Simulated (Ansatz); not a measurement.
Planning a GW calculation on Diamond (Fd-3m, 2 atoms a cell).

Symmetry: Fd-3m, No. 227, cubic system. The conventional cell has a = 3.567 Å, b = 3.567 Å, c = 3.567 Å, α = 90.00°, β = 90.00°, γ = 90.00°. Nearest to C lie 4 C at 1.54 Å.

```
C
1.0
     0.00000    1.78337    1.78337
     1.78337    0.00000    1.78337
     1.78337    1.78337    0.00000
C
2
Direct
  0.00000 0.00000 0.00000
  0.25000 0.25000 0.25000
```

The cell and positions come from the Crystallography Open Database and are kept as given unless a step says otherwise.

Runs so far (Ansatz 0.2.0, start PBE, PAW set soft_1 files, 8×8×8 mesh). Times are wall times on 1 × NVIDIA H100 80GB HBM3 (shared by 6 runs) with 3 threads of AMD EPYC 7R13 (Zen 3), shared host, good to a factor of about two.

| bands summed | cutoff (eV) | gap on the mesh (eV) | time |
| --- | --- | --- | --- |
| 16 | 60 | 5.062 | 17 s |
| 37 | 120 | 5.330 | 14 s |

**Question.** What should the next rung give, with 76 bands and screening to 200 eV, and where is the limit?

The error falls about as one over the bands when the cutoff rises with them. A line through the two highest rungs given predicts 5.435 eV; the run gave 5.472 eV, a miss of 0.037 eV, so the law holds only roughly here. The two highest rungs put the limit near 5.607 eV, the pair below near 5.534 eV; their difference is a rough measure of what is unsettled in bands and cutoff; the mesh is a separate error.

Gaps are over the mesh's points; an edge off the mesh would be missed. Limits: not at the basis limit.

[Paths, hosts, dates, memory and timing lines, banners, echoed tables and standing remarks are left out of the program output.]

[Logs are printed without paths, hosts, clocks, repeated set-up lines and the standing remarks that a program may print on its own settings, such as how far it seeks lower states.]

[Runs of the session that timed out or met a known fault of the program may be left out.]

[Cells called generated may have been cut or substituted from an entry of the Crystallography Open Database or the Materials Project.]

[Hosts, paths, dates, database ids (printed as entryN), source tags and the programs' standing remarks are cut or masked in the printed files.]
